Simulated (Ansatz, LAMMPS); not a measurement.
# A frame of liquid dimethylformamide from 298 K (108 atoms): geometry optimisation, part 2 of 4

Wanted: the relaxed structure of a frame of liquid dimethylformamide from 298 K (108 atoms) and its electronic structure.

Ansatz 0.2.0; Kohn-Sham DFT, PBE+D3(BJ), PAW (set soft_2), plane waves.

The cell: 27 C, 9 N, 9 O and 63 H. The network of contacts between molecules at the start is that of the classical potential that made the cell. The density was typed from a rule of thumb and may lie off the real one at this temperature. The Brillouin zone is sampled at Γ only, in a cell whose shortest periodic width is 10 Å.

So far. Step 3 (Single point at the start): Neighbours are counted within 1.34 Å (H-C), 1.79 Å (C-N), 1.68 Å (C-O).

## 4. Relaxation

With the cell held, the atoms are moved downhill towards a nearby minimum.

input.yaml

```yaml
crystal:
  lattice:
    - [10.49648, 0.0, 0.0]
    - [0.0, 10.49648, 0.0]
    - [0.0, 0.0, 10.49648]
  atoms:
    [... the 108 atom lines of step 3 ...]
kpoints:
  mp_grid: { grid: [1, 1, 1] }
hamiltonian:
  xc: pbe
  dispersion: d3bj
scf:
  occupations: { method: gaussian, width: 0.025 }
output:
  forces: true
relax:
  f_tol: 0.05
  max_steps: 200
```

Run with:

```bash
$ ansatz run input.yaml --threads 4 --pin off --max-ram 8192MiB --backend cpu --events-out ev --progress --plain --runs-dir out
```

Numbers of over 12 decimals in the logs are rounded to 6 here.

The log of the run:

```text
[...]
Crystal: 108 atoms, lattice volume = 1156.461 Å³
Basis set: ecut = 420 eV, 22647 PW (Γ), exchange–correlation on 144×144×144 points (8 copies of the dense FFT grid, shifted against one another)
Bands: 243, of which v1, the nominal top of the filled ones, is band 135 counted from 1 (134 counted from 0)
Symmetry: 1 space group operations
[...]
k-points: 1
[...]
SCF iter   1: F=—  HF=-16347.982359 eV  |F-HF|=—  |Δ(HF+E_count)|=         —  Δρ=7.68e-3  dr2=6.12e-1  ethr=1.77e-3  ⟨swp⟩=6.0  Hψ=1132  notcnv=0  defer=22
[...]
SCF iter   7: F=-16347.879882 eV  HF=-16347.879903 eV  |F-HF|=2.07e-5  |Δ(HF+E_count)|=   3.13e-5  Δρ=5.30e-5  dr2=3.24e-5  ethr=2.31e-8  ⟨swp⟩=3.0  Hψ=668  notcnv=0
SCF 1 converged in 7 iterations: F = -16347.879882 eV  dr2 = 3.24e-5
[...]
relax step   1: F+E_penalty+E_count = -16347.87988195 eV  Δ(F+E_penalty+E_count) = +0.000e0 eV  max|allowed force component| = 2.910e0 eV/Å  Δτ_max = 0.0000 Å  (7 SCF iters, dr2 threshold 6.25e-5 eV, accepted)
[...]
relax step   2: F+E_penalty+E_count = -16350.61164667 eV  Δ(F+E_penalty+E_count) = -2.732e0 eV  max|allowed force component| = 1.612e0 eV/Å  Δτ_max = 0.1925 Å  (7 SCF iters, dr2 threshold 1.00e-4 eV, accepted)
[...]
relax step   3: F+E_penalty+E_count = -16351.36101620 eV  Δ(F+E_penalty+E_count) = -7.494e-1 eV  max|allowed force component| = 1.091e0 eV/Å  Δτ_max = 0.1939 Å  (7 SCF iters, dr2 threshold 1.00e-4 eV, accepted)
relax step   4: F+E_penalty+E_count = -16351.65006488 eV  Δ(F+E_penalty+E_count) = -2.890e-1 eV  max|allowed force component| = 6.266e-1 eV/Å  Δτ_max = 0.2000 Å  (6 SCF iters, dr2 threshold 1.00e-4 eV, accepted)
relax step   5: F+E_penalty+E_count = -16351.89007011 eV  Δ(F+E_penalty+E_count) = -2.400e-1 eV  max|allowed force component| = 2.269e-1 eV/Å  Δτ_max = 0.1947 Å  (6 SCF iters, dr2 threshold 1.00e-4 eV, accepted)
relax step   6: F+E_penalty+E_count = -16352.00447853 eV  Δ(F+E_penalty+E_count) = -1.144e-1 eV  max|allowed force component| = 3.951e-1 eV/Å  Δτ_max = 0.1902 Å  (8 SCF iters, dr2 threshold 6.75e-6 eV, accepted)
relax step   7: F+E_penalty+E_count = -16352.08455366 eV  Δ(F+E_penalty+E_count) = -8.008e-2 eV  max|allowed force component| = 3.960e-1 eV/Å  Δτ_max = 0.1945 Å  (7 SCF iters, dr2 threshold 2.05e-5 eV, accepted)
relax step   8: F+E_penalty+E_count = -16352.15853339 eV  Δ(F+E_penalty+E_count) = -7.398e-2 eV  max|allowed force component| = 5.306e-1 eV/Å  Δτ_max = 0.1950 Å  (6 SCF iters, dr2 threshold 1.00e-4 eV, accepted)
relax step   9: F+E_penalty+E_count = -16352.23315468 eV  Δ(F+E_penalty+E_count) = -7.462e-2 eV  max|allowed force component| = 3.459e-1 eV/Å  Δτ_max = 0.1287 Å  (6 SCF iters, dr2 threshold 1.00e-4 eV, accepted)
relax step  10: F+E_penalty+E_count = -16352.29615307 eV  Δ(F+E_penalty+E_count) = -6.300e-2 eV  max|allowed force component| = 3.808e-1 eV/Å  Δτ_max = 0.1968 Å  (6 SCF iters, dr2 threshold 5.08e-5 eV, accepted)
relax step  11: F+E_penalty+E_count = -16352.34164122 eV  Δ(F+E_penalty+E_count) = -4.549e-2 eV  max|allowed force component| = 3.569e-1 eV/Å  Δτ_max = 0.1987 Å  (6 SCF iters, dr2 threshold 6.16e-5 eV, accepted)
relax step  12: F+E_penalty+E_count = -16352.39215379 eV  Δ(F+E_penalty+E_count) = -5.051e-2 eV  max|allowed force component| = 3.812e-1 eV/Å  Δτ_max = 0.1772 Å  (6 SCF iters, dr2 threshold 1.00e-4 eV, accepted)
relax step  13: F+E_penalty+E_count = -16352.43682482 eV  Δ(F+E_penalty+E_count) = -4.467e-2 eV  max|allowed force component| = 3.408e-1 eV/Å  Δτ_max = 0.1583 Å  (6 SCF iters, dr2 threshold 1.00e-4 eV, accepted)
relax step  14: F+E_penalty+E_count = -16352.48675851 eV  Δ(F+E_penalty+E_count) = -4.993e-2 eV  max|allowed force component| = 3.475e-1 eV/Å  Δτ_max = 0.1950 Å  (6 SCF iters, dr2 threshold 9.28e-5 eV, accepted)
relax step  15: F+E_penalty+E_count = -16352.51991545 eV  Δ(F+E_penalty+E_count) = -3.316e-2 eV  max|allowed force component| = 3.304e-1 eV/Å  Δτ_max = 0.1950 Å  (6 SCF iters, dr2 threshold 9.65e-5 eV, accepted)
relax step  16: F+E_penalty+E_count = -16352.56018791 eV  Δ(F+E_penalty+E_count) = -4.027e-2 eV  max|allowed force component| = 2.930e-1 eV/Å  Δτ_max = 0.1168 Å  (6 SCF iters, dr2 threshold 9.87e-5 eV, accepted)
relax step  17: F+E_penalty+E_count = -16352.60293474 eV  Δ(F+E_penalty+E_count) = -4.275e-2 eV  max|allowed force component| = 2.838e-1 eV/Å  Δτ_max = 0.1788 Å  (6 SCF iters, dr2 threshold 6.76e-5 eV, accepted)
relax step  18: F+E_penalty+E_count = -16352.63112097 eV  Δ(F+E_penalty+E_count) = -2.819e-2 eV  max|allowed force component| = 2.647e-1 eV/Å  Δτ_max = 0.1950 Å  (6 SCF iters, dr2 threshold 6.34e-5 eV, accepted)
relax step  19: F+E_penalty+E_count = -16352.65649702 eV  Δ(F+E_penalty+E_count) = -2.538e-2 eV  max|allowed force component| = 3.369e-1 eV/Å  Δτ_max = 0.1948 Å  (6 SCF iters, dr2 threshold 6.10e-5 eV, accepted)
relax step  20: F+E_penalty+E_count = -16352.67436137 eV  Δ(F+E_penalty+E_count) = -1.786e-2 eV  max|allowed force component| = 2.934e-1 eV/Å  Δτ_max = 0.1125 Å  (6 SCF iters, dr2 threshold 9.88e-5 eV, accepted)
relax step  21: F+E_penalty+E_count = -16352.69731685 eV  Δ(F+E_penalty+E_count) = -2.296e-2 eV  max|allowed force component| = 2.394e-1 eV/Å  Δτ_max = 0.1951 Å  (6 SCF iters, dr2 threshold 6.53e-5 eV, accepted)
relax step  22: F+E_penalty+E_count = -16352.70830128 eV  Δ(F+E_penalty+E_count) = -1.098e-2 eV  max|allowed force component| = 2.076e-1 eV/Å  Δτ_max = 0.1177 Å  (6 SCF iters, dr2 threshold 3.81e-5 eV, accepted)
relax step  23: F+E_penalty+E_count = -16352.71479639 eV  Δ(F+E_penalty+E_count) = -6.495e-3 eV  max|allowed force component| = 3.539e-1 eV/Å  Δτ_max = 0.1926 Å  (7 SCF iters, dr2 threshold 2.87e-5 eV, accepted)
relax step  24: F+E_penalty+E_count = -16352.72783205 eV  Δ(F+E_penalty+E_count) = -1.304e-2 eV  max|allowed force component| = 1.720e-1 eV/Å  Δτ_max = 0.0534 Å  (5 SCF iters, dr2 threshold 9.42e-5 eV, accepted)
relax step  25: F+E_penalty+E_count = -16352.69594741 eV  Δ(F+E_penalty+E_count) = +3.188e-2 eV  max|allowed force component| = 3.069e-1 eV/Å  Δτ_max = 0.2000 Å  (7 SCF iters, dr2 threshold 6.98e-6 eV, rejected (line search))
relax step  26: F+E_penalty+E_count = -16352.73761935 eV  Δ(F+E_penalty+E_count) = -9.787e-3 eV  max|allowed force component| = 1.210e-1 eV/Å  Δτ_max = 0.0973 Å  (10 SCF iters, accepted)
relax step  27: F+E_penalty+E_count = -16352.74258097 eV  Δ(F+E_penalty+E_count) = -4.962e-3 eV  max|allowed force component| = 7.487e-2 eV/Å  Δτ_max = 0.0975 Å  (7 SCF iters, dr2 threshold 3.46e-6 eV, accepted)
relax step  28: F+E_penalty+E_count = -16352.74830594 eV  Δ(F+E_penalty+E_count) = -5.725e-3 eV  max|allowed force component| = 1.946e-1 eV/Å  Δτ_max = 0.1467 Å  (10 SCF iters, accepted)
relax step  29: F+E_penalty+E_count = -16352.75223904 eV  Δ(F+E_penalty+E_count) = -3.933e-3 eV  max|allowed force component| = 3.255e-1 eV/Å  Δτ_max = 0.1542 Å  (7 SCF iters, dr2 threshold 1.45e-5 eV, accepted)
relax step  30: F+E_penalty+E_count = -16352.75624952 eV  Δ(F+E_penalty+E_count) = -4.010e-3 eV  max|allowed force component| = 2.632e-1 eV/Å  Δτ_max = 0.0578 Å  (5 SCF iters, dr2 threshold 1.00e-4 eV, accepted)
relax step  31: F+E_penalty+E_count = -16352.76256139 eV  Δ(F+E_penalty+E_count) = -6.312e-3 eV  max|allowed force component| = 9.322e-2 eV/Å  Δτ_max = 0.0903 Å  (6 SCF iters, dr2 threshold 4.53e-5 eV, accepted)
relax step  32: F+E_penalty+E_count = -16352.76641444 eV  Δ(F+E_penalty+E_count) = -3.853e-3 eV  max|allowed force component| = 1.328e-1 eV/Å  Δτ_max = 0.1301 Å  (10 SCF iters, accepted)
relax step  33: F+E_penalty+E_count = -16352.76868479 eV  Δ(F+E_penalty+E_count) = -2.270e-3 eV  max|allowed force component| = 1.117e-1 eV/Å  Δτ_max = 0.1950 Å  (10 SCF iters, accepted)
relax step  34: F+E_penalty+E_count = -16352.77076920 eV  Δ(F+E_penalty+E_count) = -2.084e-3 eV  max|allowed force component| = 1.198e-1 eV/Å  Δτ_max = 0.0394 Å  (6 SCF iters, dr2 threshold 8.82e-6 eV, accepted)
relax step  35: F+E_penalty+E_count = -16352.77278515 eV  Δ(F+E_penalty+E_count) = -2.016e-3 eV  max|allowed force component| = 4.458e-2 eV/Å  Δτ_max = 0.0353 Å  (5 SCF iters, dr2 threshold 1.02e-5 eV, accepted)
relax step  36: F+E_penalty+E_count = -16352.77278812 eV  Δ(F+E_penalty+E_count) = -2.971e-6 eV  max|allowed force component| = 4.495e-2 eV/Å  Δτ_max = 0.0000 Å  (4 SCF iters, accepted)
relax step  37: F+E_penalty+E_count = -16352.77397328 eV  Δ(F+E_penalty+E_count) = -1.185e-3 eV  max|allowed force component| = 2.338e-2 eV/Å  Δτ_max = 0.0572 Å  (9 SCF iters, accepted)
[...]
relax step  38: F+E_penalty+E_count = -16352.77518924 eV  Δ(F+E_penalty+E_count) = -1.216e-3 eV  max|allowed force component| = 2.176e-2 eV/Å  Δτ_max = 0.0953 Å  (9 SCF iters, accepted)
SCF converged after 9 iterations
Free energy (F): -16352.775189 eV
[...]
Internal energy: -16352.775189 eV  (E = F + TS)
E sigma→0 (E₀):  -16352.775189 eV
Fermi energy:    1.280220 eV
[...]
--- Forces (eV/Å), atoms counted from 1 ---
  atom   1  C     -0.00043184     0.00161199    -0.00040872
  atom   2  N      0.00243718     0.00147937    -0.00725990
  atom   3  C     -0.00030924    -0.00156410     0.00435007
  atom   4  C     -0.00371813    -0.00117226    -0.00150246
  atom   5  O      0.00264602     0.00223352     0.00171313
  atom   6  H     -0.00173508    -0.00385425    -0.00229384
  atom   7  H      0.00109538    -0.00054117     0.00271887
  atom   8  H      0.00026169     0.00275294    -0.00308212
  atom   9  H      0.00319970    -0.00160438    -0.00049445
  atom  10  H     -0.00088570     0.00099932     0.00093139
  atom  11  H     -0.00035522     0.00187772     0.00201315
  atom  12  H      0.00207292    -0.00053543     0.00235209
  atom  13  C     -0.00770746     0.00871769    -0.01027781
  atom  14  N      0.01222982    -0.02093239     0.01304965
[...]
atom 107  H     -0.00313914     0.00173709    -0.00141375
  atom 108  H     -0.01039310     0.00133600     0.00001674
  max |Σ_I F_I| component: 9.35e-5 eV/Å
--- Relaxed structure (38 steps of the walk, 37 accepted, 0 SCFs on fresh bases) ---
  F+E_penalty+E_count = -16352.77518924 eV   max|allowed force component| = 2.176e-2 eV/Å
  atoms:
    - { symbol: C, position: [0.162433, -0.014557, 0.297523] }
    - { symbol: N, position: [0.245054, 0.917917, 0.209463] }
    - { symbol: C, position: [0.258082, 0.968030, 0.081113] }
    - { symbol: C, position: [0.311622, 0.813671, 0.247436] }
[...]
- { symbol: H, position: [0.865170, 0.194488, 0.502894] }
```

It took 2.4 min on 4 threads of Intel Xeon Platinum 8488C (Sapphire Rapids), shared host; peak memory 1.2 GiB; 8.6 min of CPU time.

Relaxation path (22 of 38):

| step | energy less that of the first step (eV) | largest force component (eV/Å) |
| --- | --- | --- |
| 1 | 0.0000 | 2.9102 |
| 3 | -3.4811 | 1.0912 |
| 5 | -4.0102 | 0.2269 |
| 6 | -4.1246 | 0.3951 |
| 8 | -4.2787 | 0.5306 |
| 10 | -4.4163 | 0.3808 |
| 12 | -4.5123 | 0.3812 |
| 13 | -4.5569 | 0.3408 |
| 15 | -4.6400 | 0.3304 |
| 17 | -4.7231 | 0.2838 |
| 19 | -4.7766 | 0.3369 |
| 20 | -4.7945 | 0.2934 |
| 22 | -4.8284 | 0.2076 |
| 24 | -4.8480 | 0.1720 |
| 26 | -4.8577 | 0.1210 |
| 27 | -4.8627 | 0.0749 |
| 29 | -4.8724 | 0.3255 |
| 31 | -4.8827 | 0.0932 |
| 33 | -4.8888 | 0.1117 |
| 34 | -4.8909 | 0.1198 |
| 36 | -4.8929 | 0.0450 |
| 38 | -4.8953 | 0.0218 |

Relaxation step 25 was tried and not accepted.

The atoms that moved most (Å):

| atom | dx | dy | dz | length |
| --- | --- | --- | --- | --- |
| H81 | -0.953 | 2.645 | 0.305 | 2.827 |
| H23 | -1.726 | -1.610 | 0.881 | 2.519 |
| H92 | 1.737 | 0.650 | -0.792 | 2.017 |
| H80 | 1.499 | 0.793 | 0.474 | 1.761 |
| H82 | -1.259 | 0.792 | 0.781 | 1.680 |
| H79 | 1.535 | 0.453 | 0.472 | 1.669 |
| C15 | -1.154 | -1.073 | 0.530 | 1.663 |
| O77 | -0.294 | 1.540 | 0.524 | 1.653 |

The relaxation changed the energy by -45.3 meV/atom, and atoms moved by 1.1 Å r.m.s., 2.8 Å at most.

## 5. Structure statistics after relaxation

Bonds before and after, by the cutoffs listed below:

| pair | bonds before | bonds after | mean before (Å) | mean after (Å) | spread before (Å) | spread after (Å) |
| --- | --- | --- | --- | --- | --- | --- |
| H-C | 63 | 63 | 1.100 | 1.100 | 0.025 | 0.004 |
| C-N | 27 | 27 | 1.418 | 1.420 | 0.049 | 0.047 |
| C-O | 9 | 9 | 1.223 | 1.238 | 0.015 | 0.001 |

Density 0.945 g/cm³, 10.71 Å³ an atom.

Pair distribution functions g(r), in bins of 0.2 Å:

| r (Å) | total | H-H | H-C | H-N | H-O | C-C | C-N |
| --- | --- | --- | --- | --- | --- | --- | --- |
| 1.00 | 2.32 | 0.00 | 7.95 | 0.00 | 0.00 | 0.00 | 0.00 |
| 1.20 | 2.28 | 0.00 | 6.20 | 0.00 | 0.00 | 0.00 | 0.00 |
| 1.40 | 1.03 | 0.00 | 0.00 | 0.00 | 0.00 | 0.00 | 24.75 |
| 1.60 | 0.00 | 0.00 | 0.00 | 0.00 | 0.00 | 0.00 | 0.00 |
| 1.80 | 1.35 | 3.96 | 0.00 | 0.00 | 0.00 | 0.00 | 0.00 |
| 2.00 | 0.80 | 0.00 | 0.00 | 6.45 | 1.70 | 0.00 | 0.00 |
| 2.20 | 0.68 | 0.51 | 0.00 | 5.20 | 0.00 | 0.00 | 0.00 |
| 2.40 | 0.93 | 0.39 | 0.09 | 0.00 | 2.93 | 5.70 | 0.00 |
| 2.60 | 0.79 | 0.92 | 1.14 | 0.00 | 1.45 | 0.00 | 0.00 |
| 2.80 | 0.80 | 0.77 | 1.26 | 0.00 | 0.85 | 0.00 | 0.00 |
| 3.00 | 0.63 | 1.06 | 0.74 | 0.17 | 0.37 | 0.00 | 0.00 |
| 3.20 | 0.98 | 1.11 | 1.73 | 0.47 | 0.57 | 0.00 | 0.00 |
| 3.40 | 1.01 | 0.91 | 1.50 | 0.83 | 1.00 | 0.00 | 0.16 |
| 3.60 | 1.07 | 0.87 | 1.17 | 0.37 | 1.50 | 0.96 | 0.00 |
| 3.80 | 1.07 | 1.25 | 0.92 | 0.90 | 1.24 | 1.21 | 1.05 |
| 4.00 | 1.06 | 1.10 | 0.86 | 1.11 | 1.57 | 1.50 | 0.82 |
| 4.20 | 1.15 | 1.21 | 0.87 | 0.74 | 2.32 | 1.16 | 0.85 |
| 4.40 | 1.00 | 1.09 | 0.80 | 1.29 | 0.80 | 1.12 | 1.06 |
| 4.60 | 0.94 | 1.05 | 0.74 | 1.11 | 0.84 | 1.19 | 0.98 |
| 4.80 | 0.91 | 0.72 | 1.03 | 1.38 | 0.49 | 1.04 | 1.24 |
| 5.00 | 0.95 | 0.85 | 1.06 | 0.91 | 0.75 | 0.80 | 1.14 |

Bonds by pair of elements; cutoffs follow the first minimum of g(r), held within bounds set by covalent radii, and pairs that aren't listed don't count as bonded:

| pair A-B | cutoff (Å) | bonds | mean length (Å) | spread (Å) | shortest (Å) | B about A | A about B |
| --- | --- | --- | --- | --- | --- | --- | --- |
| H-C | 1.34 | 63 | 1.1 | 0.004 | 1.09 | 1 | 2.33 |
| C-N | 1.79 | 27 | 1.42 | 0.047 | 1.35 | 1 | 3 |
| C-O | 1.62 | 9 | 1.24 | 0.001 | 1.24 | 0.333 | 1 |

How many atoms have how many bonded neighbours:

| element | mean | 1 | 3 | 4 |
| --- | --- | --- | --- | --- |
| C | 3.67 | 0 | 9 | 18 |
| H | 1 | 63 | 0 | 0 |
| N | 3 | 0 | 9 | 0 |
| O | 1 | 9 | 0 | 0 |

Bond angles (no mean is given where the spread exceeds 20°):

| angle | count | mean (°) | spread (°) |
| --- | --- | --- | --- |
| H-C-N | 63 | 110 | 1.1 |
| H-C-H | 54 | 109 | 0.7 |
| C-N-C | 27 | 120 | 1.8 |
| N-C-O | 9 | 126 | 0.4 |
| H-C-O | 9 | 122 | 0.3 |

Bond length by coordination (bonds to H left out):

| element | coordination | atoms | mean bond length (Å) |
| --- | --- | --- | --- |
| C | 3 | 9 | 1.30 |
| C | 4 | 18 | 1.45 |

By these cutoffs 67 % of C atoms have 4, all H atoms have 1, all N atoms have 3 and all O atoms have 1 bonded neighbour. The H-C-N angle averages 110° with a spread of 1.1°.

(Continued in part 3 of 4.)

[Logs are printed without paths, hosts, clocks, repeated set-up lines and the standing remarks that a program may print on its own settings, such as how far it seeks lower states.]

[Hosts, paths, dates, database ids (printed as entryN), source tags and the programs' standing remarks are cut or masked in the printed files.]
